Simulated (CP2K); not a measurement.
Two runs for the C K edge of borylbenzene. Run A: CP2K XAS_TDP, all-electron GAPW, PBEh(45%), aug-cc-pVDZ, TDA, no relativity. Run B differs in one setting.

First lines with a strength over 0.0015. A:

```
                             atom  energy (eV)  states  strength, one atom
         C2 (bonded to B and 2 C)       280.46       1              0.0227
                                        282.65       1              0.0326
                                        285.57       1              0.0016
                                        286.28       1              0.0016
                                        286.79       1              0.0015
C3 (bonded to 2 C and H), 2 alike       280.72       1              0.0501
                                        282.92       1              0.0046
                                        284.61       1              0.0101
                                        285.48       1              0.0034
                                        286.09       1              0.0019
C4 (bonded to 2 C and H), 2 alike       281.42       1              0.0484
                                        282.29       1              0.0032
                                        284.27       1              0.0111
                                        285.94       1              0.0053
                                        285.98       1              0.0021
         C5 (bonded to 2 C and H)       280.89       1              0.0501
                                        284.49       1              0.0116
                                        285.08       1              0.0074
                                        285.73       1              0.0030
                                        286.27       1              0.0016
```

B:

```
                             atom  energy (eV)  states  strength, one atom
         C2 (bonded to B and 2 C)       280.66       1              0.0235
                                        282.87       1              0.0323
                                        285.82       1              0.0017
                                        286.52       1              0.0016
                                        287.02       1              0.0015
C3 (bonded to 2 C and H), 2 alike       280.87       1              0.0506
                                        283.08       1              0.0045
                                        284.83       1              0.0107
                                        285.70       1              0.0034
                                        286.32       1              0.0020
C4 (bonded to 2 C and H), 2 alike       281.60       1              0.0488
                                        282.50       1              0.0031
                                        284.52       1              0.0114
                                        285.25       1              0.0016
                                        286.16       1              0.0052
         C5 (bonded to 2 C and H)       281.08       1              0.0504
                                        284.74       1              0.0120
                                        285.30       1              0.0074
                                        285.98       1              0.0029
                                        286.52       1              0.0016
```

**Question.** Which was it: scalar relativity switched on, GW2X switched on, the functional, the basis?

Scalar relativity switched on. Relativity shifts all lines of an element by nearly the same amount and keeps their strengths. Against PBEh(45%) in aug-cc-pVDZ, the leading lines move by +0.20 eV (C2, to 280.66), +0.15 eV (C3, to 280.87), +0.18 eV (C4, to 281.60) and +0.19 eV (C5, to 281.08).

[Banner, clock and machine lines of the logs are left out without a mark of their own.]

[Logs are printed without paths, hosts, clocks, repeated set-up lines and the standing remarks that a program may print on its own settings, such as how far it seeks lower states.]

[Hosts, paths, dates, database ids (printed as entryN), source tags and the programs' standing remarks are cut or masked in the printed files.]
